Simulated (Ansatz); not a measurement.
# ScNiAg in the AlB2 type: lattice stability ahead of a resistivity run

Question: is the lattice of ScNiAg in the AlB2 type stable, and if so, what are its coupling constant and resistivity?

Main program and level: Ansatz 0.2.0; DFT PBEsol, scalar-relativistic, plane waves, PAW; PAW set soft_1.

This is a report of a sequence of runs, with most program output left out.

The structure was built from a prototype and need not be the compound's stable phase.

### 1. Starting point

It takes space group P-6m2 (No. 187, hexagonal). Conventional cell: a = 3.878 Å, b = 3.878 Å, c = 4.072 Å, α = 90.00°, β = 90.00°, γ = 120.00°. Nearest to Sc lie 6 Ni at 3.03 Å and 6 Ag at 3.03 Å. Nearest to Ag lie 3 Ni at 2.24 Å and 6 Sc at 3.03 Å. Ni has 3 Ag at 2.24 Å and 6 Sc at 3.03 Å nearest. Farther neighbours are not listed.

### 2. Relaxing cell and atoms

The structure is brought to rest under this functional.

input.yaml

```yaml
crystal:
  lattice:
    - [3.87815, 0.0, 0.0]
    - [-1.93907, 3.35857, 0.0]
    - [0.0, 0.0, 4.07206]
  atoms:
    - { symbol: Sc, position: [0.0, 0.0, 0.0] }
    - { symbol: Ag, position: [0.33333333, 0.66666667, 0.5] }
    - { symbol: Ni, position: [0.66666667, 0.33333333, 0.5] }
kpoints:
  mp_grid: { grid: [9, 9, 8] }
hamiltonian:
  xc: pbesol
  pseudopotentials: { kind: paw, azcp: { folder: soft_1 }, xc_functional: pbe }
scf:
  occupations: { method: gaussian, width: 0.1 }
output:
  forces: true
  stress: true
  eigenvalues: true
relax:
  adjacent_minimum: "off"
  f_tol: 0.005
  max_steps: 80
  cell: { stress_tol: 0.05 }
```

Run with:

```bash
$ ansatz run input.yaml --threads 4 --pin off --max-ram 12288MiB --backend cpu --events-out ev --progress --plain --runs-dir out
```

Elapsed: 57 s, on 4 threads of Intel Xeon Platinum 8488C (Sapphire Rapids), shared host; peak memory 0.55 GiB; 3.6 min of CPU time.

This run has no spin polarisation, although Ni can carry a moment.

Step by step:

| step | energy less that of the first step (eV) | largest force component (eV/Å) | pressure (GPa) | volume (Å³) |
| --- | --- | --- | --- | --- |
| 1 | 0.0000 | 0.0000 | 7.55 | 53.04 |
| 2 | -0.4419 | 0.0000 | 2.48 | 53.48 |
| 3 | -0.7170 | 0.0000 | 1.22 | 52.63 |
| 4 | -0.9279 | 0.0000 | 0.54 | 51.57 |
| 5 | -1.0622 | 0.0000 | 0.77 | 50.20 |
| 6 | -1.1545 | 0.0000 | 0.59 | 48.93 |
| 7 | -1.1625 | 0.0000 | 0.39 | 48.47 |
| 8 | -1.1622 | 0.0000 | -0.49 | 48.82 |
| 9 | -1.1626 | 0.0000 | -0.01 | 48.63 |
| 10* | -1.1746 | 0.0000 | 0.50 | 48.63 |
| 11 | -1.1757 | 0.0000 | 0.08 | 48.68 |
| 12 | -1.1759 | 0.0000 | -0.02 | 48.63 |
| 13* | -1.1759 | 0.0000 | -0.02 | 48.63 |

Relaxation steps marked * repeat the geometry before them on a plane-wave basis chosen anew for their cell, so energy and pressure can jump there. Relaxation step 8 was tried and not accepted.

Forces are held to the 12 operations that the run works with; a distortion that breaks them can't arise in this run.

| cell as run | before | after | change |
| --- | --- | --- | --- |
| a (Å) | 3.878 | 4.351 | +12.2 % |
| b (Å) | 3.878 | 4.351 | +12.2 % |
| c (Å) | 4.072 | 2.966 | -27.2 % |
| volume (Å³/atom) | 17.68 | 16.21 | -8.3 % |

The relaxed structure:

```xyz
3
Lattice="4.3508 0.0000 0.0000 -2.1754 3.7679 0.0000 0.0000 0.0000 2.9663" Properties=species:S:1:pos:R:3 pbc="T T T"
Sc    0.0000    0.0000    0.0000
Ag    0.0000    2.5119    1.4832
Ni    2.1754    1.2560    1.4832
```

This step gave:

```
pressure          : -0.02337 GPa
volume per atom   : 16.21 Å³/atom
metallic on mesh  : yes
gap on the k-mesh : 0 eV
```

The largest force is now zero by symmetry and the largest stress component 0.036 GPa.

### 3. Relaxation

The cell moved far, so the relaxation is started again from the new cell to confirm it.

input.yaml, the sections that differ from step 2:

```yaml
crystal:
  lattice:
    - [4.3507846646, -3.2386e-06, 0.0]
    - [-2.1753895276, 3.7678916652, 0.0]
    - [0.0, 0.0, 2.9663068042]
  atoms:
    - { symbol: Sc, position: [0.0, 0.0, 0.0] }
    - { symbol: Ag, position: [0.3333333333, 0.6666666667, 0.5] }
    - { symbol: Ni, position: [0.6666666667, 0.3333333333, 0.5] }
kpoints:
  mp_grid: { grid: [9, 9, 10] }
# hamiltonian, scf, output, relax: as in step 2
```

The job ended after 17 s (4 threads; peak memory 0.55 GiB).

Relaxation path:

| step | energy less that of the first step (eV) | largest force component (eV/Å) | pressure (GPa) | volume (Å³) |
| --- | --- | --- | --- | --- |
| 1 | 0.0000 | 0.0000 | 0.01 | 48.63 |
| 2 | 0.0000 | 0.0000 | -0.03 | 48.66 |
| 3 | -0.0001 | 0.0000 | 0.11 | 48.65 |
| 4 | -0.0001 | 0.0000 | -0.01 | 48.69 |
| 5 | -0.0001 | 0.0000 | -0.01 | 48.69 |

The log counts 1 steps on a newly chosen plane-wave basis, not all of them marked here; energy and pressure can jump at such steps.

| conventional cell, symmetrised | before | after | change |
| --- | --- | --- | --- |
| a (Å) | 4.351 | 4.347 | -0.1 % |
| b (Å) | 4.351 | 4.347 | -0.1 % |
| c (Å) | 2.966 | 2.975 | +0.3 % |
| volume (Å³/atom) | 16.21 | 16.23 | +0.1 % |

Final coordinates:

```xyz
3
Lattice="4.3468 0.0000 0.0000 -2.1734 3.7644 0.0000 0.0000 0.0000 2.9753" Properties=species:S:1:pos:R:3 pbc="T T T"
Sc    0.0000    0.0000    0.0000
Ag    0.0000    2.5096    1.4877
Ni    2.1734    1.2548    1.4877
```

This step gave:

```yaml
pressure: -0.007947 GPa
volume_per_atom: 16.23 Å³/atom
```

The largest force is now zero by symmetry and the largest stress component 0.0091 GPa.

### 4. Tight relaxation

No force is left; the cell is relaxed once more with another smearing and tight thresholds.

input.yaml, the sections that differ from step 3:

```yaml
crystal:
  lattice:
    - [4.3467918429, -3.2356e-06, 0.0]
    - [-2.1733931193, 3.7644337787, 0.0]
    - [0.0, 0.0, 2.9753308441]
  atoms:
    - { symbol: Sc, position: [0.0, 0.0, 0.0] }
    - { symbol: Ag, position: [0.3333333333, 0.6666666667, 0.5] }
    - { symbol: Ni, position: [0.6666666667, 0.3333333333, 0.5] }
scf:
  occupations: { method: methfessel_paxton, width: 0.2 }
relax:
  adjacent_minimum: "off"
  f_tol: 0.001
  max_steps: 60
  cell: { stress_tol: 0.01 }
# kpoints, hamiltonian, output: as in step 3
```

Run time: 13 s. Hardware: 4 threads; peak memory 0.55 GiB.

Little changed from the start: no atom moved by 0.005 Å and no cell edge by 0.1 %.

Numbers from this step:

| Item | Value |
| --- | --- |
| pressure | 8.18e-4 GPa |

The largest force is now zero by symmetry and the largest stress component 0.0018 GPa, small enough for phonons.

### 5. Phonons by linear response: q 2×2×2, k 4×4×6

Couplings are defined for a stable lattice alone, so phonons come first.

input.yaml

```yaml
crystal:
  lattice:
    - [4.346633931, -3.2355e-06, 0.0]
    - [-2.1733141635, 3.764297023, 0.0]
    - [0.0, 0.0, 2.9748847655]
  atoms:
    - { symbol: Sc, position: [0.0, 0.0, 0.0] }
    - { symbol: Ag, position: [0.3333333333, 0.6666666667, 0.5] }
    - { symbol: Ni, position: [0.6666666667, 0.3333333333, 0.5] }
kpoints:
  mp_grid: { grid: [4, 4, 6] }
hamiltonian:
  xc: pbesol
  pseudopotentials: { kind: paw, azcp: { folder: soft_1 }, xc_functional: pbe }
scf:
  occupations: { method: methfessel_paxton, width: 0.2 }
output:
  eigenvalues: true
phonons:
  method: dfpt
  qmesh: [2, 2, 2]
  temperatures: { t_max: 1000, t_step: 50 }
  qpath:
    path:
      - [[0.0, 0.0, 0.0], [0.5, 0.0, 0.0], [0.33333333, 0.33333333, 0.0], [0.0, 0.0, 0.0], [0.0, 0.0, 0.5], [0.5, 0.0, 0.5], [0.33333333, 0.33333333, 0.5], [0.0, 0.0, 0.5]]
      - [[0.5, 0.0, 0.5], [0.5, 0.0, 0.0]]
      - [[0.33333333, 0.33333333, 0.5], [0.33333333, 0.33333333, 0.0]]
    npoints: 10
```

The job ended after 42 s (4 threads; peak memory 0.62 GiB).

Numbers from this step:

| Item | Value |
| --- | --- |
| share of imaginary modes in the plain interpolation between solved wavevectors | 0.0794 |
| highest frequency, solved or plainly interpolated | 287.6 cm⁻¹ |

Solved on the 2×2×2 mesh alone; all other wavevectors are interpolated. The phonon branches at the labelled points (cm⁻¹):

| point | branch 1 | branch 2 | branch 3 | branch 4 | branch 5 | branch 6 | branch 7 | branch 8 | branch 9 |
| --- | --- | --- | --- | --- | --- | --- | --- | --- | --- |
| Γ | 0 | 0 | 0 | 23 | 174 | 185 | 185 | 226 | 226 |
| halfway | 19 | 32 | 46 | 92 | 168 | 170 | 174 | 222 | 233 |
| M | 26 | 43 | 68 | 129 | 154 | 165 | 172 | 210 | 237 |
| halfway | 45 | 48 | 70 | 114 | 160 | 164 | 177 | 206 | 237 |
| K | 53 | 62 | 72 | 102 | 159 | 162 | 187 | 201 | 237 |
| halfway | 30 | 38 | 51 | 99 | 167 | 169 | 172 | 219 | 234 |
| Γ | 0 | 0 | 0 | 23 | 174 | 185 | 185 | 226 | 226 |
| halfway | -45 | 52 | 52 | 89 | 169 | 169 | 216 | 220 | 220 |
| A | -70 | 87 | 87 | 117 | 144 | 144 | 214 | 214 | 256 |
| halfway | -73 | 67 | 82 | 106 | 148 | 160 | 205 | 220 | 271 |
| L | -82 | -25 | 77 | 125 | 152 | 166 | 194 | 226 | 283 |
| halfway | -80 | -22 | 64 | 140 | 142 | 172 | 189 | 225 | 285 |
| H | -78 | -20 | 54 | 135 | 154 | 175 | 182 | 225 | 288 |
| halfway | -74 | 57 | 76 | 114 | 145 | 164 | 202 | 221 | 274 |
| A | -70 | 87 | 87 | 117 | 144 | 144 | 214 | 214 | 256 |
| jump to L | -82 | -25 | 77 | 125 | 152 | 166 | 194 | 226 | 283 |
| halfway | -43 | 52 | 56 | 128 | 154 | 164 | 199 | 232 | 235 |
| M | 26 | 43 | 68 | 129 | 154 | 165 | 172 | 210 | 237 |
| jump to H | -78 | -20 | 54 | 135 | 154 | 175 | 182 | 225 | 288 |
| halfway | -42 | 52 | 56 | 112 | 166 | 184 | 184 | 220 | 245 |
| K | 53 | 62 | 72 | 102 | 159 | 162 | 187 | 201 | 237 |

Lowest modes at the softest wavevector of the mesh. The modes at q = (0.500, 0.000, 0.500) (shares of kinetic energy by element, %) (negative means imaginary):

| mode | frequency (cm⁻¹) | Sc % | Ag % | Ni % |
| --- | --- | --- | --- | --- |
| 1 | -82.5 | 15 | 6 | 79 |
| 2 | -24.9 | 36 | 44 | 20 |
| 3 | 77.4 | 0 | 61 | 39 |
| 4 | 125.2 | 2 | 71 | 27 |
| 5 | 151.6 | 100 | 0 | 0 |
| 6 | 166.1 | 49 | 50 | 1 |

Displacements in mode 1 (-82.5 cm⁻¹), the largest set to 1, in the home cell:
```
Sc1 -0.44 -0.25  0.00
Ag2  0.00  0.00 -0.20
Ni3  0.00  0.00 -1.00
```

Displacements in mode 6 (166.1 cm⁻¹), the largest set to 1, in the home cell:
```
Sc1  1.00  0.58  0.00
Ag2  0.00  0.00 -0.75
Ni3  0.00  0.00 -0.17
```

Among the solved wavevectors the lowest mode, translations apart, is -82.5 cm⁻¹, imaginary.

### 6. Phonons by linear response: q 3×3×2, k 6×6×8

An imaginary mode on so few k-points may come from the sampling, so the phonons are repeated with another q and k mesh.

input.yaml, as its differences from that of step 5:

```diff
@@ -10,3 +10,3 @@
 kpoints:
-  mp_grid: { grid: [4, 4, 6] }
+  mp_grid: { grid: [6, 6, 8] }
 hamiltonian:
@@ -20,3 +20,3 @@
   method: dfpt
-  qmesh: [2, 2, 2]
+  qmesh: [3, 3, 2]
   temperatures: { t_max: 1000, t_step: 50 }
```

Run time: 2.9 min. Hardware: 4 threads; peak memory 1 GiB; 11 min of CPU time.

This step gave:

```
share of imaginary modes in the plain interpolation between solved wavevectors : 0.0935
highest frequency, solved or plainly interpolated                              : 297.7 cm⁻¹
```

Solved on the 3×3×2 mesh alone; all other wavevectors are interpolated. Phonon branches along the path, in cm⁻¹:

| point | branch 1 | branch 2 | branch 3 | branch 4 | branch 5 | branch 6 | branch 7 | branch 8 | branch 9 |
| --- | --- | --- | --- | --- | --- | --- | --- | --- | --- |
| Γ | 0 | 0 | 0 | 27 | 170 | 170 | 174 | 227 | 227 |
| halfway | -12 | 34 | 48 | 91 | 163 | 165 | 170 | 216 | 230 |
| M | 8 | 41 | 67 | 123 | 144 | 161 | 165 | 202 | 236 |
| halfway | 32 | 45 | 68 | 104 | 137 | 163 | 170 | 201 | 236 |
| K | 48 | 65 | 71 | 72 | 128 | 162 | 181 | 195 | 236 |
| halfway | -3 | 39 | 51 | 98 | 158 | 164 | 169 | 214 | 231 |
| Γ | 0 | 0 | 0 | 27 | 170 | 170 | 174 | 227 | 227 |
| halfway | -44 | 52 | 52 | 91 | 154 | 154 | 222 | 222 | 231 |
| A | -70 | 89 | 89 | 118 | 125 | 125 | 217 | 217 | 281 |
| halfway | -72 | 68 | 84 | 106 | 138 | 155 | 209 | 222 | 283 |
| L | -79 | -35 | 79 | 131 | 137 | 164 | 197 | 228 | 290 |
| halfway | -78 | -47 | 67 | 121 | 144 | 167 | 195 | 228 | 294 |
| H | -77 | -60 | 57 | 107 | 158 | 168 | 190 | 228 | 298 |
| halfway | -72 | 55 | 78 | 114 | 134 | 160 | 208 | 223 | 285 |
| A | -70 | 89 | 89 | 118 | 125 | 125 | 217 | 217 | 281 |
| jump to L | -79 | -35 | 79 | 131 | 137 | 164 | 197 | 228 | 290 |
| halfway | -41 | 43 | 52 | 129 | 142 | 158 | 196 | 232 | 239 |
| M | 8 | 41 | 67 | 123 | 144 | 161 | 165 | 202 | 236 |
| jump to H | -77 | -60 | 57 | 107 | 158 | 168 | 190 | 228 | 298 |
| halfway | -46 | 10 | 59 | 89 | 151 | 180 | 185 | 228 | 244 |
| K | 48 | 65 | 71 | 72 | 128 | 162 | 181 | 195 | 236 |

Lowest modes at the softest wavevector of the mesh. The modes at q = (-0.333, -0.333, 0.500) (shares of kinetic energy by element, %) (negative means imaginary):

| mode | frequency (cm⁻¹) | Sc % | Ag % | Ni % |
| --- | --- | --- | --- | --- |
| 1 | -76.8 | 8 | 0 | 92 |
| 2 | -60.3 | 53 | 47 | 0 |
| 3 | 57.4 | 1 | 60 | 39 |
| 4 | 107.2 | 92 | 0 | 8 |
| 5 | 158.1 | 0 | 100 | 0 |
| 6 | 168.4 | 47 | 53 | 0 |

Displacements in mode 1 (-76.8 cm⁻¹), the largest set to 1, in the home cell (x, y, z of the real part, then of the imaginary part):
```
Sc1  0.21  0.12  0.00 -0.12  0.21  0.00
Ag2  0.00  0.00  0.00  0.00  0.00  0.00
Ni3  0.00  0.00  1.00  0.00  0.00  0.00
```

Displacements in mode 6 (168.4 cm⁻¹), the largest set to 1, in the home cell (x, y, z of the real part, then of the imaginary part):
```
Sc1  0.00 -1.00  0.00 -1.00  0.00  0.00
Ag2  0.00  0.00  0.97  0.00  0.00  0.00
Ni3  0.00  0.00  0.00  0.00  0.00  0.00
```

The modes has structure finer than the step of the table below, so its rows give means over 10 cm⁻¹, whole bins alone (the curve runs from -88.3 to 316 cm⁻¹). Peaks (cm⁻¹: height): Ag 59.1: 0.0382, 110.0: 0.0185, 160.8: 0.0203, 226.9: 0.0297; Ni -70.5: 0.0210, -45.1: 0.0125, -29.8: 0.0104, 41.3: 0.0184, 160.8: 0.0132, 199.0: 0.0259, 226.9: 0.0415; Sc 56.6: 0.00816, 160.8: 0.0532, 199.0: 0.0106, 280.3: 0.0131.

Phonopy on the run's constants, 15x15x19 mesh, Gaussian sigma 2.9 cm⁻¹. The modes by wavenumber; means over each step; values in 1/cm⁻¹/cell:

| wavenumber (cm⁻¹) | Ag | Ni | Sc |
| --- | --- | --- | --- |
| -80 | 2.1e-4 | 0.00513 | 5.8e-4 |
| -70 | 5.0e-4 | 0.0184 | 0.00103 |
| -60 | 6.4e-4 | 0.0122 | 8.4e-4 |
| -50 | 0.00140 | 0.00854 | 0.00147 |
| -40 | 0.00176 | 0.00591 | 0.00162 |
| -30 | 0.00251 | 0.00817 | 0.00224 |
| -20 | 0.00133 | 0.00204 | 0.00103 |
| -10 | 0.00189 | 0.00229 | 0.00108 |
| 0 | 0.00209 | 0.00269 | 0.00108 |
| 10 | 0.00390 | 0.00492 | 0.00200 |
| 20 | 0.00644 | 0.00709 | 0.00330 |
| 30 | 0.00836 | 0.00938 | 0.00421 |
| 40 | 0.0143 | 0.0163 | 0.00546 |
| 50 | 0.0178 | 0.00767 | 0.00554 |
| 60 | 0.0345 | 0.00869 | 0.00745 |
| 70 | 0.0196 | 0.00713 | 0.00385 |
| 80 | 0.00998 | 0.00493 | 0.00203 |
| 90 | 0.00636 | 0.00238 | 0.00228 |
| 100 | 0.0125 | 0.00404 | 0.00487 |
| 110 | 0.0178 | 0.00618 | 0.00848 |
| 120 | 0.0123 | 0.00428 | 0.00722 |
| 130 | 0.00498 | 0.00187 | 0.00869 |
| 140 | 0.00528 | 0.00414 | 0.0260 |
| 150 | 0.0105 | 0.00733 | 0.0341 |
| 160 | 0.0180 | 0.0116 | 0.0485 |
| 170 | 0.00691 | 0.00683 | 0.0235 |
| 180 | 0.00118 | 0.00266 | 0.00955 |
| 190 | 0.00313 | 0.00923 | 0.00572 |
| 200 | 0.0112 | 0.0238 | 0.00883 |
| 210 | 0.0118 | 0.0186 | 0.00532 |
| 220 | 0.0174 | 0.0238 | 0.00743 |
| 230 | 0.0254 | 0.0340 | 0.00572 |
| 240 | 0.00607 | 0.00705 | 0.00654 |
| 250 | 5.1e-4 | 2.5e-4 | 0.00507 |
| 260 | 4.4e-4 | 1.1e-4 | 0.00711 |
| 270 | 3.4e-4 | 6.1e-5 | 0.00795 |
| 280 | 4.5e-4 | 6.1e-5 | 0.0125 |
| 290 | 3.4e-4 | 3.8e-5 | 0.00867 |
| 300 | 4.1e-5 | 2.1e-6 | 0.00114 |
| 310 | 0 | 0 | 2.1e-6 |

No LO-TO term; unit eigenvectors of the mass-weighted matrix. Modes at Γ, with each element's share of the kinetic energy:

| mode | frequency (cm⁻¹) | symmetry | Sc % | Ag % | Ni % |
| --- | --- | --- | --- | --- | --- |
| 1 | 0.0 | unnamed | 21 | 51 | 28 |
| 2 | 0.0 | unnamed | 21 | 51 | 28 |
| 3 | 0.0 | unnamed | 21 | 51 | 28 |
| 4 | 26.6 | A2'' | 0 | 34 | 66 |
| 5 | 170.0 | E' | 73 | 4 | 23 |
| 6 | 170.0 | E' | 73 | 4 | 23 |
| 7 | 174.4 | A2'' | 79 | 16 | 6 |
| 8 | 226.6 | E' | 6 | 45 | 49 |
| 9 | 226.6 | E' | 6 | 45 | 49 |

Displacements in mode 4 (26.6 cm⁻¹), the largest set to 1:
```
Sc1  0.00  0.00 -0.05
Ag2  0.00  0.00 -0.52
Ni3  0.00  0.00  1.00
```

Displacements in mode 9 (226.6 cm⁻¹), the largest set to 1:
```
Sc1  0.00  0.39  0.00
Ag2  0.00 -0.71  0.00
Ni3  0.00  1.00  0.00
```

Among the solved wavevectors the lowest mode, translations apart, is -76.8 cm⁻¹, imaginary.

### 7. Phonons: Fermi–Dirac smearing of 0.3 eV

The phonons are repeated on the same meshes with a wide Fermi–Dirac smearing, to see whether the soft mode comes from sharp features of the Fermi surface.

input.yaml, as its differences from that of step 6:

```diff
@@ -15,3 +15,3 @@
 scf:
-  occupations: { method: methfessel_paxton, width: 0.2 }
+  occupations: { method: fermi_dirac, width: 0.3 }
 output:
```

It took 3.2 min on 4 threads; peak memory 1.1 GiB; 12 min of CPU time.

Numbers from this step:

```
share of imaginary modes in the plain interpolation between solved wavevectors : 0.0662
highest frequency, solved or plainly interpolated                              : 291.4 cm⁻¹
```

Solved on the 3×3×2 mesh alone; all other wavevectors are interpolated. The phonon branches at the labelled points (cm⁻¹):

| point | branch 1 | branch 2 | branch 3 | branch 4 | branch 5 | branch 6 | branch 7 | branch 8 | branch 9 |
| --- | --- | --- | --- | --- | --- | --- | --- | --- | --- |
| Γ | 0 | 0 | 0 | 51 | 177 | 180 | 180 | 226 | 226 |
| halfway | 24 | 39 | 58 | 96 | 167 | 168 | 172 | 220 | 233 |
| M | 44 | 51 | 71 | 125 | 151 | 165 | 170 | 204 | 238 |
| halfway | 56 | 56 | 71 | 110 | 149 | 163 | 178 | 204 | 237 |
| K | 61 | 73 | 76 | 87 | 146 | 161 | 188 | 200 | 236 |
| halfway | 32 | 46 | 59 | 104 | 162 | 166 | 170 | 218 | 233 |
| Γ | 0 | 0 | 0 | 51 | 177 | 180 | 180 | 226 | 226 |
| halfway | -22 | 56 | 56 | 92 | 165 | 165 | 224 | 224 | 230 |
| A | -61 | 93 | 93 | 120 | 141 | 141 | 223 | 223 | 278 |
| halfway | -67 | 77 | 89 | 110 | 148 | 165 | 215 | 228 | 282 |
| L | -81 | 43 | 86 | 135 | 149 | 173 | 201 | 233 | 288 |
| halfway | -80 | 31 | 77 | 140 | 147 | 175 | 198 | 232 | 290 |
| H | -79 | -9 | 71 | 133 | 159 | 177 | 192 | 232 | 291 |
| halfway | -69 | 68 | 85 | 118 | 146 | 169 | 213 | 229 | 284 |
| A | -61 | 93 | 93 | 120 | 141 | 141 | 223 | 223 | 278 |
| jump to L | -81 | 43 | 86 | 135 | 149 | 173 | 201 | 233 | 288 |
| halfway | -38 | 57 | 66 | 133 | 151 | 168 | 200 | 235 | 237 |
| M | 44 | 51 | 71 | 125 | 151 | 165 | 170 | 204 | 238 |
| jump to H | -79 | -9 | 71 | 133 | 159 | 177 | 192 | 232 | 291 |
| halfway | -40 | 50 | 72 | 107 | 162 | 185 | 190 | 225 | 245 |
| K | 61 | 73 | 76 | 87 | 146 | 161 | 188 | 200 | 236 |

Lowest modes at the softest wavevector of the mesh. The modes at q = (-0.333, -0.333, 0.500) (shares of kinetic energy by element, %) (negative means imaginary):

| mode | frequency (cm⁻¹) | Sc % | Ag % | Ni % |
| --- | --- | --- | --- | --- |
| 1 | -78.8 | 6 | 0 | 94 |
| 2 | -8.8 | 43 | 57 | 0 |
| 3 | 71.2 | 1 | 63 | 35 |
| 4 | 133.1 | 94 | 0 | 6 |
| 5 | 159.0 | 0 | 100 | 0 |
| 6 | 176.6 | 57 | 43 | 0 |

Displacements in mode 1 (-78.8 cm⁻¹), the largest set to 1, in the home cell (x, y, z of the real part, then of the imaginary part):
```
Sc1  0.18  0.10  0.00 -0.10  0.18  0.00
Ag2  0.00  0.00  0.00  0.00  0.00  0.00
Ni3  0.00  0.00  1.00  0.00  0.00  0.00
```

Displacements in mode 4 (133.1 cm⁻¹), the largest set to 1, in the home cell (x, y, z of the real part, then of the imaginary part):
```
Sc1  0.87  0.50  0.00 -0.50  0.87  0.00
Ag2  0.00  0.00  0.00  0.00  0.00  0.00
Ni3  0.00  0.00 -0.32  0.00  0.00  0.00
```

Among the solved wavevectors the lowest mode, translations apart, is -78.8 cm⁻¹, imaginary.

### 8. What came out

| Quantity | Value |
| --- | --- |
| phonon run of the rows without a label of their own | PBEsol, q 3×3×2, k 6×6×8 |
| softest mode on the q mesh | -76.8 cm⁻¹ at q = (-0.333, -0.333, 0.5) |
| highest frequency, solved or plainly interpolated | 298 cm⁻¹ |

In words: The lattice is dynamically unstable at this level: a mode at q = (-0.333, -0.333, 0.5) is imaginary, 76.8i cm⁻¹, so no harmonic coupling constant or resistivity is defined for this structure. These meshes are coarse, and single modes of a metal can move by tens of cm⁻¹ with the k mesh. The coarser mesh found an imaginary mode at another wavevector, which this mesh lacks. The phonon runs are not spin-polarised. The PAW files were made for PBE; under other functionals the run regenerates their frozen core. The structure was built by hand as an ordered model, and its stability against other phases was not tested.

[Logs are printed without paths, hosts, clocks, repeated set-up lines and the standing remarks that a program may print on its own settings, such as how far it seeks lower states.]

[Hosts, paths, dates, database ids (printed as entryN), source tags and the programs' standing remarks are cut or masked in the printed files.]
